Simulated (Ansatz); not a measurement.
# What NaB (Fm-3m) distorts into, part 3 of 3

Wanted: the energy along a soft mode of NaB (Fm-3m) and the structure at the end.

Ansatz 0.2.0; DFT PBEsol, scalar-relativistic, plane waves, PAW.

So far. Step 5 (Energy along the mode, all amplitudes (two of the runs …): The lowest of the steps tried is the last one, at 0.6 Å, 212 meV/atom below the parent; the bottom of the well need not coincide with a step. Step 7 (The new phase in its own primitive cell): The largest force component left is 0.75 meV/Å and the pressure is 0.000 GPa, within the tolerances set. The cell now holds 17.38 Å³/atom. The relaxed cell has a = 5.329, c = 9.792 Å (conventional setting).

## (8) Modes of the new phase, k-mesh 8×8×8

A relaxed structure may still be a saddle point, so its zone-centre modes are computed. No field response is asked, since the mesh shows no gap.

input.yaml

```yaml
crystal:
  lattice:
    - [-2.6645743972, 2.6645743972, 4.8960826462]
    - [2.6645743972, -2.6645743972, 4.8960826462]
    - [2.6645743972, 2.6645743972, -4.8960826462]
  atoms:
    - { symbol: Na, position: [0.9679293789, 0.3389513448, 0.0] }
    - { symbol: Na, position: [0.3389513448, 0.9679293789, 0.0] }
    - { symbol: Na, position: [0.0320706211, 0.0320706211, 0.3710219659] }
    - { symbol: Na, position: [0.6610486552, 0.6610486552, 0.6289780341] }
    - { symbol: B, position: [0.3194461471, 0.5308656613, 0.0] }
    - { symbol: B, position: [0.5308656613, 0.3194461471, 0.0] }
    - { symbol: B, position: [0.4691343387, 0.4691343387, 0.7885804858] }
    - { symbol: B, position: [0.6805538529, 0.6805538529, 0.2114195142] }
kpoints:
  mp_grid: { grid: [8, 8, 8] }
hamiltonian:
  xc: pbesol
scf:
  occupations: { method: methfessel_paxton, width: 0.15 }
output:
  eigenvalues: true
phonons:
  method: dfpt
```

Run with:

```bash
> ansatz run input.yaml --threads 4 --pin off --max-ram 7168MiB --backend cpu --events-out ev --progress --plain --runs-dir out
```

Numbers of over 12 decimals in the logs are rounded to 6 here.

Output:

```text
[...]
Crystal: 8 atoms, lattice volume = 139.048 Å³
Basis set: ecut = 420 eV, 2705 PW (Γ), exchange–correlation on 90×90×90 points (8 copies of the dense FFT grid, shifted against one another)
Bands: 32, of which v1, the nominal top of the filled ones, is band 24 counted from 1 (23 counted from 0)
Symmetry: 8 space group operations
k-points: 260 of 512 (irreducible under 1 space group operation, time reversal used)
[...]
SCF iter   1: F=—  HF=-6507.504302 eV  |F-HF|=—  |Δ(HF+E_count)|=         —  Δρ=1.01e-2  dr2=4.73e-1  ethr=1.77e-3  ⟨swp⟩=6.6  Hψ=36303  notcnv=0
[...]
SCF iter  12: F=-6507.375034 eV  HF=-6507.375034 eV  |F-HF|=9.09e-13  |Δ(HF+E_count)|=  2.73e-12  S|Δr|=    0.00e0  Δρ=3.26e-8  dr2=2.83e-12  ethr=1.00e-12  ⟨swp⟩=11.3  Hψ=39997  notcnv=0
SCF 1 converged in 12 iterations: F = -6507.375034 eV  dr2 = 2.83e-12
[...]
DFPT response loops at Γ: preconditioner auto → Kerker (q_TF=auto, 2.285 Å⁻¹) (partly filled bands, converged f_vac=0.000); β = 1.00, the filter's whole step (`scf.mixing.beta` (0.50) is not read by the response loops under this deck's `scf.mixing.preconditioner`; to damp them name `kerker` or `kerker_dos`, under which they read `scf.mixing.beta`, and type it under 1.00, their step now; both keys bind the ground state too); Broyden in place of MSR1
SCF converged after 12 iterations
[...]
Free energy (F): -6507.375034 eV
[...]
Internal energy: -6507.358014 eV  (E = F + TS)
E sigma→0 (E₀):  -6507.370779 eV
Entropy (-TS):   -0.017020 eV (-2.128 meV/atom)
Fermi energy:    3.326261 eV
[...]
--- Band table (eV; the first three rows and the last of 260) ---
  k-point 0: bands = [... 20 lower, -0.3627, 2.5193, 3.2202, 3.2202, 3.7001, 3.8543, 6.1976, 7.0777, ... 4 higher]
  k-point 1: bands = [... 20 lower, 0.0791, 2.6370, 3.0242, 3.1856, 3.6159, 4.0646, 6.5437, 6.7305, ... 4 higher]
  k-point 2: bands = [... 20 lower, 0.6388, 2.6590, 2.9331, 3.0939, 3.3623, 4.5937, 6.4752, 7.1664, ... 4 higher]
  k-point 259: bands = [... 20 lower, 1.0384, 2.2175, 2.8067, 3.3396, 3.7264, 3.7264, 7.0655, 7.0874, ... 4 higher]
--- Phonons (Γ-DFPT): 4 representative perturbations + reference, on 260 of 512 k-points (Σ response iterations 12) ---
  k mesh reduced under 1 symmetry operation, with k and −k counted as one. Each operation leaves every solved perturbation unchanged. A smaller set is not used because it would not reduce the number of displacements times k-points to solve
  ASR residual: 1.865e-5 → 0.000e0 eV/Å²; symmetrization residual: 1.652e-6 eV/Å²
  ASR residual per site (eV/Å²): 1.86e-5 1.86e-5 1.86e-5 1.86e-5 1.37e-5 1.37e-5 1.37e-5 1.37e-5
  Γ frequencies (cm⁻¹): -367.44 -367.44 -361.69 -20.69 0.00 0.00 0.00 83.17 83.17 108.30 141.52 141.52 161.94 161.94 184.64 192.76 243.92 290.51 290.51 294.85 302.95 556.39 688.43 979.82
  non-analytic LO–TO correction: not included (Born effective charges unavailable; polar crystals: no LO–TO splitting at Γ)
```

Wall time 4.6 min (4 threads of Intel Xeon Platinum 8488C (Sapphire Rapids), shared host); peak memory 3.3 GiB.

Numbers from this step:

```yaml
sum_rule_residual_before_enforcement: 1.86e-5 eV/Å²
point_group: -42m
highest_optical_mode_at_the_zone_centre_no_lo_to_term: 979.8 cm⁻¹
lowest_optical_zone_centre_mode: -367.4 cm⁻¹
```

Patterns of degenerate modes are one choice out of their space. The modes at Γ (shares of kinetic energy by element, %) (negative means imaginary):

```csv
mode,frequency (cm⁻¹),symmetry,Na %,B %
1,-367.4,E,3,97
2,-367.4,E,3,97
3,-361.7,B1,0,100
4,-20.7,B1,100,0
5,0.0,acoustic,68,32
6,0.0,acoustic,68,32
7,0.0,acoustic,68,32
8,83.2,E,78,22
9,83.2,E,78,22
10,108.3,A2,100,0
11,141.5,E,98,2
12,141.5,E,98,2
13,161.9,E,9,91
14,161.9,E,9,91
15,184.6,A1,99,1
16,192.8,B2,62,38
17,243.9,A1,100,0
18,290.5,E,45,55
19,290.5,E,45,55
20,294.9,A2,0,100
21,302.9,B2,69,31
22,556.4,A1,1,99
23,688.4,B2,0,100
24,979.8,A1,0,100
```

Displacements in mode 2 (-367.4 cm⁻¹), the largest set to 1:
```
Na1  0.00  0.02  0.05
Na2  0.00  0.02 -0.05
Na3 -0.10  0.10  0.01
Na4 -0.10  0.10 -0.01
B5   0.54 -0.48 -1.00
B6   0.54 -0.48  1.00
B7  -0.34  0.23  0.10
B8  -0.34  0.23 -0.10
```

Displacements in mode 12 (141.5 cm⁻¹), the largest set to 1:
```
Na1  1.00  0.10  0.89
Na2  1.00  0.10 -0.89
Na3 -0.99 -0.01  0.99
Na4 -0.99 -0.01 -0.99
B5  -0.05 -0.10  0.27
B6  -0.05 -0.10 -0.27
B7   0.04 -0.10 -0.30
B8   0.04 -0.10  0.30
```

Before it was imposed, the acoustic sum rule was missed by 1.9e-5 eV/Å². Small misses are needed for a sound result but don't prove that mesh and cutoff are converged. The lowest optical mode is imaginary, 367.4i cm⁻¹, so the energy falls along it.

## (9) The phases reached

The phases reached along the modes that were followed are set side by side.

Energies are those of the first relaxation, on the mesh of the frozen mode; space group, volume and gap are those of the last relaxation. Phases, by row:

```csv
mode frozen in,space group,energy from parent (meV/atom),volume (Å³/atom),gap on mesh (eV),lowest zone-centre optical mode (cm⁻¹),largest shift (Å)
parent,Fm-3m,0,18.66,0,–,–
"q = (0, -0.5, -0.5), 206i cm⁻¹",P4/nmm,-1011,14.88,0,-303.2,1.865
"q = (0.25, -0.5, -0.25), 174i cm⁻¹",Ibam,-1562,15.87,0,-320.8,1.956
"q = (0.25, -0.5, -0.25), 174i cm⁻¹",Fddd,-849.5,17.18,0,-256.2,0.768
"q = (0.25, -0.5, -0.25), 174i cm⁻¹",I-42m,-1083,17.38,0,-367.4,1.193
```

## (10) What came out

| Quantity | Value |
| --- | --- |
| unstable mode of the parent | q = (0.25, -0.5, -0.25), 174i cm⁻¹ |
| depth at the lowest point sampled | 212 meV/atom |
| largest atomic shift at that point | 0.6 Å |
| space group reached (within 0.01 Å) | I-42m |
| energy gained over the parent (first relaxation, on the mesh of the frozen mode) | 1083 meV/atom |
| volume per atom, phase reached | 17.4 Å³ |
| lowest optical zone-centre mode, phase reached | -367 cm⁻¹ |
| highest optical mode at the zone centre (no LO-TO term), phase reached | 980 cm⁻¹ |

**Reading.** Along this mode the structure falls into I-42m, 1083 meV/atom below the parent. At the parent's cell the well is 212.2 meV/atom deep on the steps tried, with its lowest point at a shift of 0.6 Å. That is the last step tried, so the steps alone don't bracket the bottom of the well. Relaxing atoms and cell changes the gain by +871.17 meV/atom against the lowest step (energies at zero smearing). Most of the total comes from this relaxation. The new phase still has an imaginary mode at the zone centre of its cell, so it is a saddle point on the way to a lower structure. Of the 4 patterns followed to their end from this parent, this one ends 479 meV/atom above the lowest, Ibam. Each path keeps the symmetry of its pattern, so a lower phase may lie along a pattern not tried. With no gap, or one that is small against the smearing, the frequencies hang on the k mesh and the smearing, most of all near Kohn anomalies. A phonon run warned that its eigensolver left some bands unconverged in a pass.

[Logs are printed without paths, hosts, clocks, repeated set-up lines and the standing remarks that a program may print on its own settings, such as how far it seeks lower states.]

[Hosts, paths, dates, database ids (printed as entryN), source tags and the programs' standing remarks are cut or masked in the printed files.]
